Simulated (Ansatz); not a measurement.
## TiO2 (I4/m): the gap up the ladder of methods

Wanted: a ladder of band gaps for TiO2 (I4/m), from density functionals to G0W0.

Method: density functionals, hybrids and G0W0, plane waves, PAW, in Ansatz 0.2.0.

**1. The starting structure**

The structure is tetragonal, space group I4/m (No. 87). Conventional cell: a = 8.702 Å, b = 8.702 Å, c = 3.775 Å, α = 90.00°, β = 90.00°, γ = 90.00°. Nearest to Ti lie 6 O at 1.80 to 2.26 Å. Nearest to O lie 4 Ti at 1.95 to 2.26 Å. Nearest to O lie 2 Ti at 1.80 to 1.81 Å. Farther neighbours and most contacts between anions are not listed.

The cell and positions are those that the Materials Project relaxed with its own functionals (PBE, PBE+U or r2SCAN), kept fixed. This is not the form that TiO2 usually takes at ambient conditions. At the settings of the band run the largest force is still 0.18 eV/Å.

The logs state that the PAW files were generated under PBE.

**2. LDA on the 6×6×6 mesh**

Levels along a band path and on the mesh show where this functional puts the band edges.

This step: DFT, LDA, plane waves, PAW; PAW set soft_1.

The input, input.yaml:

```yaml
crystal:
  lattice:
    - [-4.3507577183, 4.3507577183, 1.8875555959]
    - [4.3507577183, -4.3507577183, 1.8875555959]
    - [4.3507577183, 4.3507577183, -1.8875555959]
  atoms:
    - { symbol: Ti, position: [0.2922817, 0.00285525, 0.29513695] }
    - { symbol: Ti, position: [0.00285525, 0.7077183, 0.71057354] }
    - { symbol: Ti, position: [0.99714475, 0.2922817, 0.28942646] }
    - { symbol: Ti, position: [0.7077183, 0.99714475, 0.70486305] }
    - { symbol: O, position: [0.49886382, 0.15078472, 0.64964854] }
    - { symbol: O, position: [0.16166201, 0.8403974, 0.00205942] }
    - { symbol: O, position: [0.15078471, 0.50113618, 0.65192089] }
    - { symbol: O, position: [0.15960259, 0.16166201, 0.32126461] }
    - { symbol: O, position: [0.8403974, 0.83833799, 0.67873539] }
    - { symbol: O, position: [0.84921528, 0.49886382, 0.34807911] }
    - { symbol: O, position: [0.83833799, 0.15960259, 0.99794058] }
    - { symbol: O, position: [0.50113618, 0.84921529, 0.35035146] }
kpoints:
  mp_grid: { grid: [6, 6, 6] }
  band_path:
    path:
      - [[0.0, 0.0, 0.0], [-0.5, 0.5, 0.0], [-0.5, 0.5, 0.5], [0.0, 0.0, 0.0], [-0.29705543, -0.29705543, 0.29705543]]
      - [[-0.70294457, 0.29705543, 0.70294457], [-0.5, 0.5, 0.5]]
      - [[-0.5, 0.5, 0.0], [-0.75, 0.25, 0.25], [-0.5, 0.0, 0.5], [0.0, 0.0, 0.0]]
    npoints: 10
hamiltonian:
  xc: lda
  pseudopotentials: { kind: paw, azcp: { folder: soft_1 }, xc_functional: pbe }
scf:
  occupations: { method: fermi_dirac, width: 0.02 }
  n_extra_bands: 8
output:
  eigenvalues: true
  forces: true
  stress: true
  write_density: true
  write_potential: true
  elf: true
  volumetric_format: npy
```

Launch:

```sh
> ansatz run input.yaml --threads 3 --pin off --max-ram 92160MiB --backend cuda --events-out ev --progress --plain --runs-dir out --devices 1 --max-vram 13GiB
```

Numbers of over 12 decimals in the logs are rounded to 6 here.

The program printed:

```text
scf.n_extra_bands = 8 over 48 filled bands (N_el = 96.0): the run solves 56 bands
GPUs: using 1 of 1 available (devices: 1).
Engine: ansatz 0.2.0, x86_64-unknown-linux-gnu
Pseudopotentials: kind: paw
Pseudopotential: Ti, paw, valence charge 12, recommended cutoff 420 eV (normal), soft_1/Ti.paw.azcp
Pseudopotential: O, paw, valence charge 6, recommended cutoff 420 eV (normal), soft_1/O.paw.azcp
Functional definition: SPW92
  exchange = slater_x
  correlation = pw_c
device memory: the entry about to start is reckoned to put 5.2 GiB on a device that reports 31.8 GiB free (of which the cap on the GPU budget leaves the run 13.0 GiB)
GPU FFT provider: cuFFT
GPU libraries: cuBLAS 13.8.2, cuFFT 12.4.0, cuSOLVER 12.3.4
Crystal: 12 atoms, lattice volume = 142.919 Å³
Basis set: ecut = 420 eV, 2795 PW (Γ)
Bands: 56, of which v1, the nominal top of the filled ones, is band 48 counted from 1 (47 counted from 0)
Symmetry: 8 space group operations
Space group: I4/m (ITA 87), of the structure as read, at distance tolerance 5.2e-5 Å
k-points: 36 of 216
Non-local potential: Ti, projectors of the file, l = 0: 3, l = 1: 2, l = 2: 3, l = 3: 1
Non-local potential: O, projectors of the file, l = 0: 2, l = 1: 2, l = 2: 1
PAW form: soft (Blöchl's): semilocal exchange-correlation on the pseudo side does not see the compensation charge
PAW frozen core: Ti, regenerated for the run's functional, and the local potential with it (the file was generated under x = pbe(κ = 0.804, μ = 0.219515), c = pbe(β = 0.066725))
PAW frozen core: O, regenerated for the run's functional, and the local potential with it (the file was generated under x = pbe(κ = 0.804, μ = 0.219515), c = pbe(β = 0.066725))
PAW one-centre angular grid: Ti, 590 points (default); XC on 64 Gauss nodes
PAW one-centre angular grid: O, 110 points (default); XC on 64 Gauss nodes
Initial density: superposition of atomic densities (chi_scale 0.1, normalization cell, long waves kept (reshape's long-wave potential 0.09 eV rms))
Initial wavefunctions: pseudopotential atomic-orbital guess
GPU buffer pool allocated for 91125 grid points (all kernels)
GPU transforms: local potential and band sums: pruned to the plane-wave sphere, on 45×45×45
Functional: x = slater, c = lda
SCF iter   1: F=—  HF=-14261.280350 eV  |F-HF|=—  |Δ(HF+E_count)|=         —  Δρ=5.02e-2  dr2=4.38e0  ethr=3.10e-3  ⟨swp⟩=5.1  Hψ=6976  notcnv=0
preconditioner: auto → Resta (q_TF=auto, 2.553 Å⁻¹)  ε∞=8.2  [insulator: Δε(μ)=1.144 eV  Ē_g=9.244 eV  σ=0.020 eV  W_gap=1.00  n_scr=44 (ndim 8)  ℏωp=24.8 eV  f_vac=0.049  D(μ)=0.00/eV (n_scr^D=0)  ε∞_Penn≈8.2]
SCF iter   2: F=—  HF=-14260.674006 eV  |F-HF|=—  |Δ(HF+E_count)|=   6.06e-1  Δρ=2.97e-2  dr2=1.49e0  ethr=3.10e-3  ⟨swp⟩=2.4  Hψ=3322  notcnv=0  defer=95
SCF iter   3: F=—  HF=-14260.415211 eV  |F-HF|=—  |Δ(HF+E_count)|=   2.59e-1  Δρ=2.29e-2  dr2=9.54e-1  ethr=1.55e-3  ⟨swp⟩=2.0  Hψ=3122  notcnv=0  defer=95
SCF iter   4: F=—  HF=-14260.262502 eV  |F-HF|=—  |Δ(HF+E_count)|=   1.53e-1  Δρ=6.16e-3  dr2=8.74e-2  ethr=9.94e-4  ⟨swp⟩=2.0  Hψ=3252  notcnv=0  defer=95
SCF iter   5: F=—  HF=-14260.256883 eV  |F-HF|=—  |Δ(HF+E_count)|=   5.62e-3  Δρ=6.05e-3  dr2=6.36e-2  ethr=9.10e-5  ⟨swp⟩=2.1  Hψ=3198  notcnv=0  defer=95
SCF iter   6: F=—  HF=-14260.250996 eV  |F-HF|=—  |Δ(HF+E_count)|=   5.89e-3  Δρ=1.64e-3  dr2=6.32e-3  ethr=6.63e-5  ⟨swp⟩=2.0  Hψ=2978  notcnv=0  defer=95
SCF iter   7: F=—  HF=-14260.253061 eV  |F-HF|=—  |Δ(HF+E_count)|=   2.07e-3  Δρ=4.35e-4  dr2=4.47e-4  ethr=6.58e-6  ⟨swp⟩=2.0  Hψ=2656  notcnv=0  defer=95
SCF iter   8: F=—  HF=-14260.252820 eV  |F-HF|=—  |Δ(HF+E_count)|=   2.41e-4  Δρ=1.59e-4  dr2=5.54e-5  ethr=4.65e-7  ⟨swp⟩=2.0  Hψ=2678  notcnv=0  defer=95
SCF iter   9: F=—  HF=-14260.253392 eV  |F-HF|=—  |Δ(HF+E_count)|=   5.72e-4  Δρ=3.44e-5  dr2=1.98e-6  ethr=5.77e-8  ⟨swp⟩=2.0  Hψ=2990  notcnv=0  defer=95
SCF iter  10: F=—  HF=-14260.253392 eV  |F-HF|=—  |Δ(HF+E_count)|=   3.06e-7  Δρ=9.20e-6  dr2=1.26e-7  ethr=2.06e-9  ⟨swp⟩=2.0  Hψ=2946  notcnv=0  defer=95
SCF iter  11: F=-14260.253392 eV  HF=-14260.253392 eV  |F-HF|=2.18e-9  |Δ(HF+E_count)|=   5.06e-8  Δρ=2.71e-6  dr2=1.13e-8  ethr=1.04e-10  ⟨swp⟩=18.2  Hψ=20903  notcnv=0
SCF 1 converged in 11 iterations: F = -14260.253392 eV  dr2 = 1.13e-8
[...]
device memory: the entry about to start is reckoned to put 4.1 GiB on a device that reports 37.6 GiB free (of which the cap on the GPU budget leaves the run 13.0 GiB)
NSCF: frozen V_eff on 83 k-points
SCF converged after 11 iterations
Free energy (F): -14260.253392 eV
Harris-Foulkes:  -14260.253392 eV  (|F-HF|=2.18e-9)
Internal energy: -14260.253392 eV  (E = F + TS)
E sigma→0 (E₀):  -14260.253392 eV
Fermi energy:    7.136821 eV
--- Per-component energies (eV) ---
  E_band       = -994.291207
  E_kinetic    = 2450.257696
  E_local      = -8204.986866  (includes V_loc(G=0)·N_el)
  E_nonlocal   = 681.172457
  E_hartree    = 3211.121572
  E_xc         = -1022.883021
  E_vxc        = -1303.199252  (∫ρ·V_xc dr)
  E_paw        = -5179.718004  (= ΣΔE_a)
  E_vpaw       = -1039.782794  (= ΣTr[D̂ρ^β])
  E_aug_tail   = 0.006016  (compensation charges beyond the density's cutoff)
  E_ewald      = -6197.302418
  E_core_change = 2.079174  (= ΣΔE_core)
  E_smearing   = -0.000000  (= −TS)
  E_closure    = -0.000000  (closes the sum)
  Σ components = -14260.253392   (vs F -14260.253392, Δ=0.00e0)
--- Forces (eV/Å), atoms counted from 1 ---
  atom   1  Ti     0.02464150    -0.18050781     0.00000000
  atom   2  Ti     0.18050781     0.02464150     0.00000000
  atom   3  Ti    -0.18050781    -0.02464150     0.00000000
  atom   4  Ti    -0.02464150     0.18050781     0.00000000
  atom   5  O     -0.05889503     0.00406163     0.00000000
  atom   6  O     -0.00527983    -0.06705547    -0.00000000
  atom   7  O     -0.00406163    -0.05889503     0.00000000
  atom   8  O     -0.06705547     0.00527983     0.00000000
  atom   9  O      0.06705547    -0.00527983     0.00000000
  atom  10  O      0.00406163     0.05889503     0.00000000
  atom  11  O      0.00527983     0.06705547     0.00000000
  atom  12  O      0.05889503    -0.00406163     0.00000000
  max |Σ_I F_I| component: 2.69e-17 eV/Å
--- Stress (GPa, compression-positive) ---
       -7.923110      -0.000000       0.000000
        0.000000      -7.923110       0.000000
        0.000000       0.000000      -7.389365
  P = ⅓ Tr σ = -7.7452 GPa (-77.452 kbar)
--- Band table (eV; the first three rows and the last of 36) ---
  k-point 0: bands = [... 44 lower, 5.4317, 5.4317, 5.4363, 5.6665, 7.9001, 9.3442, 9.3442, 9.4082, ... 4 higher]
  k-point 1: bands = [... 44 lower, 5.2982, 5.4002, 5.4548, 5.7261, 8.0119, 9.2654, 9.2817, 9.3963, ... 4 higher]
  k-point 2: bands = [... 44 lower, 5.2000, 5.3886, 5.4564, 5.7246, 8.3027, 9.0792, 9.1076, 9.5238, ... 4 higher]
  k-point 35: bands = [... 44 lower, 5.1343, 5.2095, 5.2095, 6.3734, 9.1711, 9.1711, 9.2219, 9.4182, ... 4 higher]
```

It took 16 s on 1 × NVIDIA H100 80GB HBM3 (shared by 6 runs) with 3 threads of AMD EPYC 7R13 (Zen 3), shared host; peak memory 0.98 GiB.

Reading the cycles: dr2 is the Hartree energy of the density residual (eV), the measure of convergence; HF is the Harris–Foulkes estimate of the energy, which meets the free energy F at convergence.

This step gave:

```yaml
pressure: -7.745 GPa
filled_bands: 48
gap: 1.527 eV
valence_top_at: M
conduction_bottom_at: Γ
least_direct_gap: 2.234 eV
```

Over mesh and path the gap is 1.527 eV, from k = (-0.500, 0.500, 0.500) to k = Γ. The least direct gap found is 2.234 eV, at k = Γ. The pressure in this cell is -8 GPa; the cell is kept.

**3. r2SCAN on the 6×6×6 mesh**

r2SCAN is a meta-GGA: it depends on the kinetic-energy density as well as on the density and its gradient.

This step: DFT, r2SCAN, plane waves, PAW; PAW set soft_1.

Edit input.yaml of step 2 so:

```diff
@@ -22,11 +22,15 @@
     path:
-      - [[0.0, 0.0, 0.0], [-0.5, 0.5, 0.0], [-0.5, 0.5, 0.5], [0.0, 0.0, 0.0], [-0.29705543, -0.29705543, 0.29705543]]
-      - [[-0.70294457, 0.29705543, 0.70294457], [-0.5, 0.5, 0.5]]
-      - [[-0.5, 0.5, 0.0], [-0.75, 0.25, 0.25], [-0.5, 0.0, 0.5], [0.0, 0.0, 0.0]]
-    npoints: 10
+      - [0.0, 0.0, 0.0]
+      - [-0.5, 0.5, 0.0]
+      - [-0.5, 0.5, 0.5]
+      - [-0.29705543, -0.29705543, 0.29705543]
+      - [-0.70294457, 0.29705543, 0.70294457]
+      - [-0.75, 0.25, 0.25]
+      - [-0.5, 0.0, 0.5]
+    npoints: 1
 hamiltonian:
-  xc: lda
-  pseudopotentials: { kind: paw, azcp: { folder: soft_1 }, xc_functional: pbe }
+  xc: r2scan
+  pseudopotentials: { kind: paw, azcp: { folder: soft_1 } }
 scf:
-  occupations: { method: fermi_dirac, width: 0.02 }
+  occupations: { method: fixed }
   n_extra_bands: 8
@@ -36,5 +40 @@
   stress: true
-  write_density: true
-  write_potential: true
-  elf: true
-  volumetric_format: npy
```

The program printed:

```text
[...]
GPUs: using 1 of 1 available (devices: 1).
[...]
GPU FFT provider: cuFFT
GPU libraries: cuBLAS 13.8.2, cuFFT 12.4.0, cuSOLVER 12.3.4
Crystal: 12 atoms, lattice volume = 142.919 Å³
Basis set: ecut = 500 eV, 3623 PW (Γ), exchange–correlation on 192×192×192 points (64 copies of the dense FFT grid, shifted against one another)
Bands: 56, of which v1, the nominal top of the filled ones, is band 48 counted from 1 (47 counted from 0)
Symmetry: 8 space group operations
[...]
k-points: 36 of 216
[...]
GPU buffer pool allocated for 110592 grid points (all kernels)
[...]
SCF iter   1: F=—  HF=-14584.728716 eV  |F-HF|=—  |Δ(HF+E_count)|=         —  Δρ=6.89e-2  dr2=7.14e0  dr2_τ=1.21e0  ethr=3.10e-3  ⟨swp⟩=4.2  Hψ=6193  notcnv=0  defer=165
[...]
atom   7  O     -0.01429522     0.00426068    -0.00000000
  atom   8  O     -0.06139998     0.01125144     0.00000000
  atom   9  O      0.06139998    -0.01125144     0.00000000
  atom  10  O      0.01429522    -0.00426068    -0.00000000
  atom  11  O      0.01125144     0.06139998    -0.00000000
  atom  12  O     -0.00426068    -0.01429522     0.00000000
  max |Σ_I F_I| component: 5.55e-17 eV/Å
--- Stress (GPa, compression-positive) ---
       -1.558173      -0.000011       0.000000
        0.000011      -1.558173      -0.000000
        0.000000      -0.000000      -0.577487
  P = ⅓ Tr σ = -1.2313 GPa (-12.313 kbar)
--- Band table (eV; the first three rows and the last of 36) ---
  k-point 0: bands = [... 44 lower, 5.3999, 5.3999, 5.4068, 5.6804, 8.4046, 9.7993, 9.7993, 9.8366, ... 4 higher]
  k-point 1: bands = [... 44 lower, 5.2795, 5.3759, 5.4256, 5.7384, 8.5113, 9.7056, 9.7379, 9.8520, ... 4 higher]
  k-point 2: bands = [... 44 lower, 5.1803, 5.3788, 5.4316, 5.7454, 8.7904, 9.5401, 9.5640, 9.9805, ... 4 higher]
  k-point 35: bands = [... 44 lower, 5.1081, 5.1951, 5.1951, 6.3927, 9.6435, 9.6435, 9.6909, 9.8678, ... 4 higher]
[key lines of the parts left out:]
SCF converged after 10 iterations
Free energy (F): -14584.781701 eV
Fermi energy:    6.392716 eV
```

Run time: 9.1 s. Hardware: 1 × NVIDIA H100 80GB HBM3 (shared by 6 runs) with 3 threads; peak memory 1.2 GiB.

This step gave:

| Item | Value |
| --- | --- |
| pressure | -1.231 GPa |
| gap | 2.012 eV |
| valence top at | M |
| conduction bottom at | Γ |
| least direct gap | 2.724 eV |

Over mesh and listed points the gap is 2.012 eV, from k = (-0.500, 0.500, 0.500) to k = Γ. The least direct gap found is 2.724 eV, at k = Γ. r2SCAN against LDA: 2.012 − 1.527 = +0.485 eV. The runs also differ in plane-wave cutoff (420 eV and 500 eV), so how much of this comes from the functional alone is not known.

**4. HSE06 on the 4×4×4 mesh**

HSE06 mixes in a quarter of exact exchange at short range.

This step: DFT, HSE06, plane waves, PAW; PAW set soft_1.

Edit input.yaml of step 3 so:

```diff
@@ -19,3 +19,3 @@
 kpoints:
-  mp_grid: { grid: [6, 6, 6] }
+  mp_grid: { grid: [4, 4, 4] }
   band_path:
@@ -31,3 +31,3 @@
 hamiltonian:
-  xc: r2scan
+  xc: hse06
   pseudopotentials: { kind: paw, azcp: { folder: soft_1 } }
@@ -38,3 +38 @@
   eigenvalues: true
-  forces: true
-  stress: true
```

The program printed:

```text
[...]
GPUs: using 1 of 1 available (devices: 1).
[...]
davidson cushion auto → on  (no smearing: the cushion is to keep the highest requested band from converging to the state above it; pin scf.eigensolver.cushion to override)
[...]
GPU FFT provider: cuFFT
GPU libraries: cuBLAS 13.8.2, cuFFT 12.4.0, cuSOLVER 12.3.4
Crystal: 12 atoms, lattice volume = 142.919 Å³
Basis set: ecut = 420 eV, 2795 PW (Γ)
[...]
Fermi energy:    5.811282 eV
[...]
--- Band table (eV; the first three rows and the last of 14) ---
  k-point 0: bands = [... 44 lower, 4.6869, 4.6869, 4.7315, 5.0543, 8.8360, 10.3525, 10.3525, 10.4160, ... 4 higher]
  k-point 1: bands = [... 44 lower, 4.4643, 4.6712, 4.7509, 5.1178, 9.0881, 10.1687, 10.2058, 10.4961, ... 4 higher]
  k-point 2: bands = [... 44 lower, 4.4350, 4.6976, 4.7525, 5.0876, 9.5362, 9.8507, 10.0456, 10.6971, ... 4 higher]
  k-point 13: bands = [... 44 lower, 4.3747, 4.4492, 4.4492, 5.8113, 10.1893, 10.2272, 10.2272, 10.5018, ... 4 higher]
[key lines of the parts left out:]
Free energy (F): -14551.403208 eV
```

Wall time 46 s (1 × NVIDIA H100 80GB HBM3 (shared by 6 runs) with 3 threads); peak memory 1.7 GiB; 83 s of CPU time.

This step gave:

* gap: 3.025 eV
* valence top at: M
* conduction bottom at: Γ
* least direct gap: 3.782 eV
* exact-exchange fraction: 0.25

Over mesh and listed points the gap is 3.025 eV, from k = (-0.500, 0.500, 0.500) to k = Γ. The least direct gap found is 3.782 eV, at k = Γ. HSE06 against LDA: 3.025 − 1.527 = +1.498 eV. The runs also differ in mesh (6×6×6 and 4×4×4), so how much of this comes from the functional alone is not known.

**5. PBE0 on the 4×4×4 mesh**

PBE0 mixes in a quarter of exact exchange at all distances.

This step: DFT, PBE0, plane waves, PAW; PAW set soft_1.

Edit input.yaml of step 4 so:

```diff
@@ -31,3 +31,3 @@
 hamiltonian:
-  xc: hse06
+  xc: pbe0
   pseudopotentials: { kind: paw, azcp: { folder: soft_1 } }
```

The program printed:

```text
[...]
GPUs: using 1 of 1 available (devices: 1).
[...]
GPU FFT provider: cuFFT
GPU libraries: cuBLAS 13.8.2, cuFFT 12.4.0, cuSOLVER 12.3.4
Crystal: 12 atoms, lattice volume = 142.919 Å³
Basis set: ecut = 420 eV, 2795 PW (Γ)
Bands: 56, of which v1, the nominal top of the filled ones, is band 48 counted from 1 (47 counted from 0)
Symmetry: 8 space group operations
[...]
k-points: 14 of 64
[...]
Fermi energy:    5.424147 eV
[...]
--- Band table (eV; the first three rows and the last of 14) ---
  k-point 0: bands = [... 44 lower, 4.2919, 4.2919, 4.3478, 4.6619, 9.1908, 10.7254, 10.7254, 10.7888, ... 4 higher]
  k-point 1: bands = [... 44 lower, 4.0630, 4.2769, 4.3611, 4.7219, 9.4470, 10.5380, 10.5780, 10.8706, ... 4 higher]
  k-point 2: bands = [... 44 lower, 4.0374, 4.3028, 4.3590, 4.6874, 9.9010, 10.2203, 10.4132, 11.0732, ... 4 higher]
  k-point 13: bands = [... 44 lower, 3.9801, 4.0441, 4.0441, 5.4241, 10.5606, 10.6009, 10.6009, 10.8772, ... 4 higher]
[key lines of the parts left out:]
Free energy (F): -14553.051795 eV
```

It took 47 s on 1 × NVIDIA H100 80GB HBM3 (shared by 6 runs) with 3 threads; peak memory 1.8 GiB; 87 s of CPU time.

Numbers from this step:

```
gap                     : 3.767 eV
valence top at          : M
conduction bottom at    : Γ
least direct gap        : 4.529 eV
exact-exchange fraction : 0.25
```

Over mesh and listed points the gap is 3.767 eV, from k = (-0.500, 0.500, 0.500) to k = Γ. The least direct gap found is 4.529 eV, at k = Γ. PBE0 against HSE06: 3.767 − 3.025 = +0.742 eV, with the same mesh, files and cutoff, and both edges at the same k points.

(Continued in part 2 of 2.)

[Paths, hosts, dates, memory and timing lines, banners, echoed tables and standing remarks are left out of the program output.]

[Logs are printed without paths, hosts, clocks, repeated set-up lines and the standing remarks that a program may print on its own settings, such as how far it seeks lower states.]

[Runs of the session that timed out or met a known fault of the program may be left out.]

[Cells called generated may have been cut or substituted from an entry of the Crystallography Open Database or the Materials Project.]

[Hosts, paths, dates, database ids (printed as entryN), source tags and the programs' standing remarks are cut or masked in the printed files.]

[Where an RPA ε∞ is given, it is that of the G0W0 mesh and is not shown converged in it. Names of k-points follow the symmetry that the program found, which can be lower than the space group named. Band edges on a path are those of the sampled points; other points can move an edge, and change direct to indirect where valleys lie close.]

[Hybrid gaps are those of their k-mesh and are not shown converged in it.]
